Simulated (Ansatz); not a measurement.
# Nb(100) with 4 thermally displaced layers, 2x2: scattering by thermal displacements, part 2 of 2

How much do lattice vibrations at 800 K scatter the electrons of Nb? Layers with random displacements are laid between perfect leads, and the resistance is followed against their length.

Ansatz 0.2.0; Ansatz plane-wave DFT, PBE, PAW files; ballistic transport by layer matching (Landauer), zero bias; PAW set soft_1.

So far, open channels per spin nearest the Fermi level: step 2 (with 4 displaced layers) 10.6.

### 3. With 8 displaced layers

Each atom of 8 layers is moved at random, by amounts drawn from a normal law 0.1289 Å wide in each direction from the Debye model (275 K) at 800 K. A fresh draw is used; the growth of the resistance with length is what counts.

System of this step: Nb(100) with 8 thermally displaced layers, 2x2. The cell holds 72 atoms: 72 Nb. Cell: a = 6.613 Å, b = 6.613 Å, c = 29.757 Å, α = 90.0°, β = 90.0°, γ = 90.0°. It derives from Nb. Regions: lead, 40 atoms (40 Nb); scattering region, 32 atoms (32 Nb). The structure is stacked along c, and the current runs across the ab planes.

input.yaml reads:

```yaml
crystal:
  lattice:
    - [6.6126, 0.0, 0.0]
    - [0.0, 6.6126, 0.0]
    - [0.0, 0.0, 29.7567]
  atoms:
    - { symbol: Nb, position: [0.0, 0.0, 0.0277777778] }
    - { symbol: Nb, position: [0.0, 0.5, 0.0277777778] }
    - { symbol: Nb, position: [0.5, 0.0, 0.0277777778] }
    - { symbol: Nb, position: [0.5, 0.5, 0.0277777778] }
    - { symbol: Nb, position: [0.25, 0.25, 0.0833333333] }
    - { symbol: Nb, position: [0.25, 0.75, 0.0833333333] }
    - { symbol: Nb, position: [0.75, 0.25, 0.0833333333] }
    - { symbol: Nb, position: [0.75, 0.75, 0.0833333333] }
    - { symbol: Nb, position: [0.0, 0.0, 0.1388888889] }
    - { symbol: Nb, position: [0.0, 0.5, 0.1388888889] }
    - { symbol: Nb, position: [0.5, 0.0, 0.1388888889] }
    - { symbol: Nb, position: [0.5, 0.5, 0.1388888889] }
    - { symbol: Nb, position: [0.25, 0.25, 0.1944444444] }
    - { symbol: Nb, position: [0.25, 0.75, 0.1944444444] }
    - { symbol: Nb, position: [0.75, 0.25, 0.1944444444] }
    - { symbol: Nb, position: [0.75, 0.75, 0.1944444444] }
    - { symbol: Nb, position: [0.0, 0.0, 0.25] }
    - { symbol: Nb, position: [0.0, 0.5, 0.25] }
    - { symbol: Nb, position: [0.5, 0.0, 0.25] }
    - { symbol: Nb, position: [0.5, 0.5, 0.25] }
    - { symbol: Nb, position: [0.2851289074, 0.2756423536, 0.307104073] }
    - { symbol: Nb, position: [0.2264397803, 0.7499131518, 0.3084000396] }
    - { symbol: Nb, position: [0.7248790771, 0.2577042283, 0.3074181406] }
    - { symbol: Nb, position: [0.7635716847, 0.7269116533, 0.3026884204] }
    - { symbol: Nb, position: [0.9914902328, 0.9771907929, 0.3686477342] }
    - { symbol: Nb, position: [0.990330559, 0.506414365, 0.3599907249] }
    - { symbol: Nb, position: [0.5308751086, 0.0257448608, 0.3638554069] }
    - { symbol: Nb, position: [0.4570351929, 0.5010144792, 0.3640735006] }
    - { symbol: Nb, position: [0.2695755943, 0.2379518321, 0.4245613812] }
    - { symbol: Nb, position: [0.2242537747, 0.737101295, 0.4207182071] }
    - { symbol: Nb, position: [0.750956484, 0.2890433516, 0.417483514] }
    - { symbol: Nb, position: [0.73765376, 0.7426381346, 0.4119387669] }
    - { symbol: Nb, position: [0.9750873448, 0.012291984, 0.4747403943] }
    - { symbol: Nb, position: [0.0252417611, 0.4852864321, 0.4795410685] }
    - { symbol: Nb, position: [0.4943964139, 0.0306983638, 0.4703469756] }
    - { symbol: Nb, position: [0.4856592893, 0.5048704026, 0.4766914741] }
    - { symbol: Nb, position: [0.2531394211, 0.238583154, 0.5219663174] }
    - { symbol: Nb, position: [0.2226726682, 0.7598014862, 0.5320661714] }
    - { symbol: Nb, position: [0.7467965265, 0.2290516579, 0.5315606403] }
    - { symbol: Nb, position: [0.7250344306, 0.7360963486, 0.5304686274] }
    - { symbol: Nb, position: [0.9561259596, 0.0075335697, 0.580813103] }
    - { symbol: Nb, position: [0.0021307738, 0.4985239451, 0.5842090883] }
    - { symbol: Nb, position: [0.5135352074, 0.9852130411, 0.5894904011] }
    - { symbol: Nb, position: [0.5141576309, 0.5164513948, 0.5883806502] }
    - { symbol: Nb, position: [0.2653566709, 0.2664581416, 0.6392164335] }
    - { symbol: Nb, position: [0.2221802639, 0.7473668434, 0.6355546076] }
    - { symbol: Nb, position: [0.7222588829, 0.255039403, 0.636425383] }
    - { symbol: Nb, position: [0.7299205125, 0.7296631998, 0.6400519312] }
    - { symbol: Nb, position: [0.0069935112, 0.0257857387, 0.6943841526] }
    - { symbol: Nb, position: [0.0203141564, 0.5273418505, 0.6994280738] }
    - { symbol: Nb, position: [0.4538804764, 0.0239573053, 0.6959160066] }
    - { symbol: Nb, position: [0.5082628422, 0.5072383222, 0.6961029185] }
    - { symbol: Nb, position: [0.25, 0.25, 0.75] }
    - { symbol: Nb, position: [0.25, 0.75, 0.75] }
    - { symbol: Nb, position: [0.75, 0.25, 0.75] }
    - { symbol: Nb, position: [0.75, 0.75, 0.75] }
    - { symbol: Nb, position: [0.0, 0.0, 0.8055555556] }
    - { symbol: Nb, position: [0.0, 0.5, 0.8055555556] }
    - { symbol: Nb, position: [0.5, 0.0, 0.8055555556] }
    - { symbol: Nb, position: [0.5, 0.5, 0.8055555556] }
    - { symbol: Nb, position: [0.25, 0.25, 0.8611111111] }
    - { symbol: Nb, position: [0.25, 0.75, 0.8611111111] }
    - { symbol: Nb, position: [0.75, 0.25, 0.8611111111] }
    - { symbol: Nb, position: [0.75, 0.75, 0.8611111111] }
    - { symbol: Nb, position: [0.0, 0.0, 0.9166666667] }
    - { symbol: Nb, position: [0.0, 0.5, 0.9166666667] }
    - { symbol: Nb, position: [0.5, 0.0, 0.9166666667] }
    - { symbol: Nb, position: [0.5, 0.5, 0.9166666667] }
    - { symbol: Nb, position: [0.25, 0.25, 0.9722222222] }
    - { symbol: Nb, position: [0.25, 0.75, 0.9722222222] }
    - { symbol: Nb, position: [0.75, 0.25, 0.9722222222] }
    - { symbol: Nb, position: [0.75, 0.75, 0.9722222222] }
kpoints:
  mp_grid: { grid: [4, 4, 1] }
hamiltonian:
  xc: pbe
  pseudopotentials: { kind: paw, azcp: { folder: soft_1 } }
scf:
  occupations: { method: fermi_dirac, width: 0.1 }
output:
  transmission: { leads: [[0, 4]], kmesh: [8, 8], e_range: [-0.05, 0.05], de: 0.05 }
  write_potential: true
  write_density: true
  volumetric_format: npy
```

Started as:

```sh
> ansatz run input.yaml --threads 4 --pin off --max-ram 15360MiB --backend cpu --events-out ev --progress --plain --runs-dir out
```

Numbers of over 12 decimals in the logs are rounded to 6 here.

Log:

```text
[...]
Crystal: 72 atoms, lattice volume = 1301.156 Å³
Basis set: ecut = 420 eV, 25467 PW (Γ)
Bands: 562, of which v1, the nominal top of the filled ones, is band 468 counted from 1 (467 counted from 0)
Symmetry: 1 space group operations
[...]
k-points: 10 of 16 (time reversal used)
[...]
SCF iter   1: F=—  HF=-327794.848363 eV  |F-HF|=—  |Δ(HF+E_count)|=         —  Δρ=7.75e-2  dr2=1.27e2  ethr=3.10e-3  ⟨swp⟩=5.5  Hψ=21805  notcnv=0  defer=11
[...]
SCF iter   8: F=-327762.332135 eV  HF=-327762.332135 eV  |F-HF|=5.01e-8  |Δ(HF+E_count)|=   7.87e-8  Δρ=1.87e-6  dr2=7.91e-8  ethr=1.07e-11  ⟨swp⟩=9.1  Hψ=15704  notcnv=0
SCF 1 converged in 8 iterations: F = -327762.332135 eV  dr2 = 7.91e-8
[...]
transmission: 194 of 1904 steps passed
transmission: 382 of 1904 steps passed
[...]
transmission: 1904 of 1904 steps passed
SCF converged after 8 iterations
Free energy (F): -327762.332135 eV
[...]
Internal energy: -327759.151753 eV  (E = F + TS)
E sigma→0 (E₀):  -327760.741944 eV
Entropy (-TS):   -3.180382 eV (-44.172 meV/atom)
Fermi energy:    17.790313 eV
[...]
--- Band table (eV; the first three rows and the last of 10) ---
  k-point 0: bands = [... 464 lower, 18.2081, 18.2386, 18.2737, 18.3015, 18.3167, 18.3435, 18.3448, 18.3559, ... 90 higher]
  k-point 1: bands = [... 464 lower, 17.9989, 18.0194, 18.0641, 18.0713, 18.0907, 18.0942, 18.1381, 18.1654, ... 90 higher]
  k-point 2: bands = [... 464 lower, 17.7212, 17.7334, 17.7392, 17.7512, 17.7620, 17.7824, 17.7876, 17.8167, ... 90 higher]
  k-point 9: bands = [... 464 lower, 17.1576, 17.1724, 17.1842, 17.1913, 17.2057, 17.2534, 17.2723, 17.2967, ... 90 higher]
--- Transmission ---
  basis      : 385 plane waves across, 56 finite elements along
  points     : 34, standing for a mesh of 8 x 8
[...]
channels       : 1.060938e1 a spin
[...]
junction   : crystal 0 to crystal 0, 0.70 to 28.80 Å
    transmission   : 4.634351e0 a spin
[...]
```

The job ended after 23 min (4 threads of Arm Neoverse V1, shared host; peak memory 8.2 GiB; 89 min of CPU time).

This step gave:

```
free energy                                   : -327762.3321 eV
energy at zero smearing                       : -327760.7419 eV
Fermi energy                                  : 17.79 eV
transmission per spin nearest the Fermi level : 4.634
step of the lead's potential                  : 3.8 meV
```

Per spin. Table of transmission, zone mean by energy, zero at the Fermi level:

| energy (eV) | transmission, zone mean |
| --- | --- |
| -0.0500 | 4.88 |
| 0.0000 | 4.63 |
| 0.0500 | 4.54 |

Over the solved energies the transmission per spin lies between 4.54 and 4.88, out of 10.7 channels of the lead on average (up to 11.4).

### 4. With 12 displaced layers

Each atom of 12 layers is moved at random, by amounts drawn from a normal law 0.1289 Å wide in each direction from the Debye model (275 K) at 800 K. A fresh draw is used; the growth of the resistance with length is what counts.

System of this step: Nb(100) with 12 thermally displaced layers, 2x2. The cell holds 88 atoms: 88 Nb. Its edges and angles: a = 6.613 Å, b = 6.613 Å, c = 36.369 Å, α = 90.0°, β = 90.0°, γ = 90.0°. It derives from Nb. Regions: lead, 40 atoms (40 Nb); scattering region, 48 atoms (48 Nb). The structure is stacked along c, and the current runs across the ab planes.

input.yaml reads:

```yaml
crystal:
  lattice:
    - [6.6126, 0.0, 0.0]
    - [0.0, 6.6126, 0.0]
    - [0.0, 0.0, 36.3693]
  atoms:
    - { symbol: Nb, position: [0.0, 0.0, 0.0227272727] }
    - { symbol: Nb, position: [0.0, 0.5, 0.0227272727] }
    - { symbol: Nb, position: [0.5, 0.0, 0.0227272727] }
    - { symbol: Nb, position: [0.5, 0.5, 0.0227272727] }
    - { symbol: Nb, position: [0.25, 0.25, 0.0681818182] }
    - { symbol: Nb, position: [0.25, 0.75, 0.0681818182] }
    - { symbol: Nb, position: [0.75, 0.25, 0.0681818182] }
    - { symbol: Nb, position: [0.75, 0.75, 0.0681818182] }
    - { symbol: Nb, position: [0.0, 0.0, 0.1136363636] }
    - { symbol: Nb, position: [0.0, 0.5, 0.1136363636] }
    - { symbol: Nb, position: [0.5, 0.0, 0.1136363636] }
    - { symbol: Nb, position: [0.5, 0.5, 0.1136363636] }
    - { symbol: Nb, position: [0.25, 0.25, 0.1590909091] }
    - { symbol: Nb, position: [0.25, 0.75, 0.1590909091] }
    - { symbol: Nb, position: [0.75, 0.25, 0.1590909091] }
    - { symbol: Nb, position: [0.75, 0.75, 0.1590909091] }
    - { symbol: Nb, position: [0.0, 0.0, 0.2045454545] }
    - { symbol: Nb, position: [0.0, 0.5, 0.2045454545] }
    - { symbol: Nb, position: [0.5, 0.0, 0.2045454545] }
    - { symbol: Nb, position: [0.5, 0.5, 0.2045454545] }
    - { symbol: Nb, position: [0.2562280503, 0.2430017827, 0.2432584089] }
    - { symbol: Nb, position: [0.2478763425, 0.734328555, 0.2538293463] }
    - { symbol: Nb, position: [0.7443695296, 0.2516276317, 0.2469880156] }
    - { symbol: Nb, position: [0.7400437044, 0.7497751243, 0.2447341154] }
    - { symbol: Nb, position: [0.0058628636, 0.9979317661, 0.2912509855] }
    - { symbol: Nb, position: [0.953238416, 0.5100036701, 0.294399564] }
    - { symbol: Nb, position: [0.4896657104, 0.9953953744, 0.3018942334] }
    - { symbol: Nb, position: [0.4990289633, 0.5016889327, 0.2901826423] }
    - { symbol: Nb, position: [0.2821203938, 0.2678895019, 0.3446915399] }
    - { symbol: Nb, position: [0.2509295396, 0.767873256, 0.3422241548] }
    - { symbol: Nb, position: [0.7619561753, 0.2470324884, 0.3356839303] }
    - { symbol: Nb, position: [0.7700609623, 0.7122714796, 0.3400584783] }
    - { symbol: Nb, position: [0.9960121489, 0.9796659479, 0.3885372526] }
    - { symbol: Nb, position: [0.9960939013, 0.4914817884, 0.3882065556] }
    - { symbol: Nb, position: [0.490707495, 0.0270828178, 0.3876095989] }
    - { symbol: Nb, position: [0.4907512894, 0.4620900408, 0.3817274492] }
    - { symbol: Nb, position: [0.2711914071, 0.2490133043, 0.4308144597] }
    - { symbol: Nb, position: [0.2820406953, 0.724990456, 0.4297419344] }
    - { symbol: Nb, position: [0.74078532, 0.2614326096, 0.429465847] }
    - { symbol: Nb, position: [0.738039364, 0.7187022351, 0.4344038382] }
    - { symbol: Nb, position: [0.0157183874, 0.9907114394, 0.4778517926] }
    - { symbol: Nb, position: [0.9747955333, 0.4908004219, 0.4821577764] }
    - { symbol: Nb, position: [0.5026465254, 0.0450482761, 0.4744820073] }
    - { symbol: Nb, position: [0.5113145887, 0.4961879589, 0.479278639] }
    - { symbol: Nb, position: [0.2498593904, 0.2390575628, 0.5196514372] }
    - { symbol: Nb, position: [0.3097826577, 0.7484918989, 0.5155778989] }
    - { symbol: Nb, position: [0.7373533583, 0.263220656, 0.5209546655] }
    - { symbol: Nb, position: [0.7765264563, 0.7695451125, 0.5221872087] }
    - { symbol: Nb, position: [0.9907925682, 0.9804080382, 0.5657003286] }
    - { symbol: Nb, position: [0.9712761406, 0.5234837405, 0.5738210983] }
    - { symbol: Nb, position: [0.4755073801, 0.9769591316, 0.5619121703] }
    - { symbol: Nb, position: [0.4812064328, 0.4394315575, 0.5641322627] }
    - { symbol: Nb, position: [0.2752877105, 0.243259956, 0.6166659968] }
    - { symbol: Nb, position: [0.24046591, 0.7843301074, 0.6143426222] }
    - { symbol: Nb, position: [0.7425515856, 0.2997680572, 0.6124860608] }
    - { symbol: Nb, position: [0.7261881596, 0.7539369119, 0.6134986874] }
    - { symbol: Nb, position: [0.0207915695, 0.9820296591, 0.661943755] }
    - { symbol: Nb, position: [0.0166271882, 0.4869811994, 0.6596696343] }
    - { symbol: Nb, position: [0.4838017075, 0.0457393871, 0.6565946255] }
    - { symbol: Nb, position: [0.4911657959, 0.4792179171, 0.6578638557] }
    - { symbol: Nb, position: [0.2498854272, 0.2649706214, 0.702381185] }
    - { symbol: Nb, position: [0.2463777143, 0.7223807944, 0.7016121858] }
    - { symbol: Nb, position: [0.8037337006, 0.2703025243, 0.7017751855] }
    - { symbol: Nb, position: [0.7239229604, 0.7309777444, 0.7044685571] }
    - { symbol: Nb, position: [0.0006771346, 0.9854861964, 0.7454388947] }
    - { symbol: Nb, position: [0.0277340341, 0.5088071211, 0.7486720985] }
    - { symbol: Nb, position: [0.4956974705, 0.9896750297, 0.7395912651] }
    - { symbol: Nb, position: [0.5022552148, 0.4791261503, 0.7464453292] }
    - { symbol: Nb, position: [0.25, 0.25, 0.7954545455] }
    - { symbol: Nb, position: [0.25, 0.75, 0.7954545455] }
    - { symbol: Nb, position: [0.75, 0.25, 0.7954545455] }
    - { symbol: Nb, position: [0.75, 0.75, 0.7954545455] }
    - { symbol: Nb, position: [0.0, 0.0, 0.8409090909] }
    - { symbol: Nb, position: [0.0, 0.5, 0.8409090909] }
    - { symbol: Nb, position: [0.5, 0.0, 0.8409090909] }
    - { symbol: Nb, position: [0.5, 0.5, 0.8409090909] }
    - { symbol: Nb, position: [0.25, 0.25, 0.8863636364] }
    - { symbol: Nb, position: [0.25, 0.75, 0.8863636364] }
    - { symbol: Nb, position: [0.75, 0.25, 0.8863636364] }
    - { symbol: Nb, position: [0.75, 0.75, 0.8863636364] }
    - { symbol: Nb, position: [0.0, 0.0, 0.9318181818] }
    - { symbol: Nb, position: [0.0, 0.5, 0.9318181818] }
    - { symbol: Nb, position: [0.5, 0.0, 0.9318181818] }
    - { symbol: Nb, position: [0.5, 0.5, 0.9318181818] }
    - { symbol: Nb, position: [0.25, 0.25, 0.9772727273] }
    - { symbol: Nb, position: [0.25, 0.75, 0.9772727273] }
    - { symbol: Nb, position: [0.75, 0.25, 0.9772727273] }
    - { symbol: Nb, position: [0.75, 0.75, 0.9772727273] }
kpoints:
  mp_grid: { grid: [4, 4, 1] }
hamiltonian:
  xc: pbe
  pseudopotentials: { kind: paw, azcp: { folder: soft_1 } }
scf:
  occupations: { method: fermi_dirac, width: 0.1 }
output:
  transmission: { leads: [[0, 4]], kmesh: [8, 8], e_range: [-0.05, 0.05], de: 0.05 }
  write_potential: true
  write_density: true
  volumetric_format: npy
```

Log:

```text
[...]
Crystal: 88 atoms, lattice volume = 1590.301 Å³
Basis set: ecut = 420 eV, 31009 PW (Γ)
Bands: 687, of which v1, the nominal top of the filled ones, is band 572 counted from 1 (571 counted from 0)
Symmetry: 1 space group operations
[...]
k-points: 10 of 16 (time reversal used)
[...]
SCF iter   1: F=—  HF=-400634.476013 eV  |F-HF|=—  |Δ(HF+E_count)|=         —  Δρ=7.81e-2  dr2=1.76e2  ethr=3.10e-3  ⟨swp⟩=5.6  Hψ=26962  notcnv=0  defer=24
[...]
SCF iter   9: F=-400593.860063 eV  HF=-400593.860063 eV  |F-HF|=1.16e-8  |Δ(HF+E_count)|=   1.51e-8  Δρ=6.38e-7  dr2=1.66e-8  ethr=8.74e-12  ⟨swp⟩=8.2  Hψ=16599  notcnv=0
SCF 1 converged in 9 iterations: F = -400593.860063 eV  dr2 = 1.66e-8
[...]
transmission: 234 of 2312 steps passed
transmission: 466 of 2312 steps passed
[...]
transmission: 2312 of 2312 steps passed
SCF converged after 9 iterations
Free energy (F): -400593.860063 eV
[...]
Internal energy: -400590.051651 eV  (E = F + TS)
E sigma→0 (E₀):  -400591.955857 eV
Entropy (-TS):   -3.808413 eV (-43.277 meV/atom)
Fermi energy:    17.806099 eV
[...]
--- Band table (eV; the first three rows and the last of 10) ---
  k-point 0: bands = [... 568 lower, 18.2071, 18.2195, 18.2251, 18.2487, 18.2786, 18.2811, 18.2954, 18.3143, ... 111 higher]
  k-point 1: bands = [... 568 lower, 18.0014, 18.0245, 18.0527, 18.0708, 18.0824, 18.0941, 18.1097, 18.1332, ... 111 higher]
  k-point 2: bands = [... 568 lower, 17.7562, 17.7667, 17.7742, 17.7891, 17.7977, 17.8231, 17.8457, 17.8530, ... 111 higher]
  k-point 9: bands = [... 568 lower, 17.2024, 17.2204, 17.2384, 17.2479, 17.2605, 17.2751, 17.2762, 17.2831, ... 111 higher]
--- Transmission ---
  basis      : 385 plane waves across, 68 finite elements along
  points     : 34, standing for a mesh of 8 x 8
[...]
channels       : 1.060938e1 a spin
[...]
junction   : crystal 0 to crystal 0, 0.70 to 35.41 Å
    transmission   : 3.493343e0 a spin
[...]
```

It took 35 min on 4 threads; peak memory 8.6 GiB; 2.3 h of CPU time.

Numbers from this step:

```yaml
free_energy: -400593.8601 eV
energy_at_zero_smearing: -400591.9559 eV
fermi_energy: 17.81 eV
transmission_per_spin_nearest_the_fermi_level: 3.493
step_of_the_lead_s_potential: 7.4 meV
```

Per spin. The transmission, zone mean by energy, zero at the Fermi level:

| energy (eV) | transmission, zone mean |
| --- | --- |
| -0.0500 | 3.57 |
| 0.0000 | 3.49 |
| 0.0500 | 3.42 |

Over the solved energies the transmission per spin lies between 3.42 and 3.57, out of 10.7 channels of the lead on average (up to 11.4).

### 5. The fit

This step: Ansatz plane-wave DFT, PBE, PAW files; ballistic transport by layer matching (Landauer), zero bias; resistivity from the slope of the area resistance; PAW set soft_1 (Ansatz 0.2.0).

Numbers from this step:

| Item | Value |
| --- | --- |
| resistivity | 56.89 µΩ cm |
| intercept | -0.05069 fΩ m² |
| scatter about the fit | 0.01572 fΩ m² |

Resistance, by row:

| run | length (Å) | T | channels N | RA (fΩ m²) |
| --- | --- | --- | --- | --- |
| n4 | 6.613 | 6.54 | 10.72 | 0.3366 |
| n8 | 13.23 | 4.683 | 10.73 | 0.6795 |
| n12 | 19.84 | 3.495 | 10.73 | 1.089 |

Table of area resistance by length of the displaced region:

| length of the displaced region (Å) | area resistance (fΩ m²) |
| --- | --- |
| 6.61 | 0.337 |
| 13.23 | 0.679 |
| 19.84 | 1.09 |

The area resistance goes from 0.34 to 1.1 fΩ m² between 6.6 and 19.8 Å, a slope of 57 µΩ cm.

By hand from the end points: (1.089 − 0.3366) fΩ m² / (19.84 − 6.61) Å = 57 µΩ cm, since 1 fΩ m² per Å is 1000 µΩ cm.

### 6. What came out

* resistivity from the slope: 56.9 µΩ cm
* area resistance over 6.61 Å: 0.337 fΩ m²
* area resistance over 13.2 Å: 0.679 fΩ m²
* area resistance over 19.8 Å: 1.09 fΩ m²

The slope gives 57 µΩ cm. The points scatter by 0.016 fΩ m² about the line, with one random draw a length in a 2x2 cell, so the slope is a rough value. The mean square of the displacements drawn is 0.78, 0.99 and 1.2 of the nominal one at the three lengths; with each resistance scaled back by that, the slope is 37 µΩ cm, the value used below. Read with a model of isotropic scattering on a spherical Fermi surface and the lead's 1.9×10¹⁵ S/m², this slope means a mean free path near 11 Å; over these lengths the model's slope is within 3 % of its bulk resistivity. Uncorrelated displacements put too much weight on short waves, which scatter strongly; with the sideways repeat of a small cell, one draw and three short lengths, the method is good to a factor of two or three.

[Logs are printed without paths, hosts, clocks, repeated set-up lines and the standing remarks that a program may print on its own settings, such as how far it seeks lower states.]

[Hosts, paths, dates, database ids (printed as entryN), source tags and the programs' standing remarks are cut or masked in the printed files.]
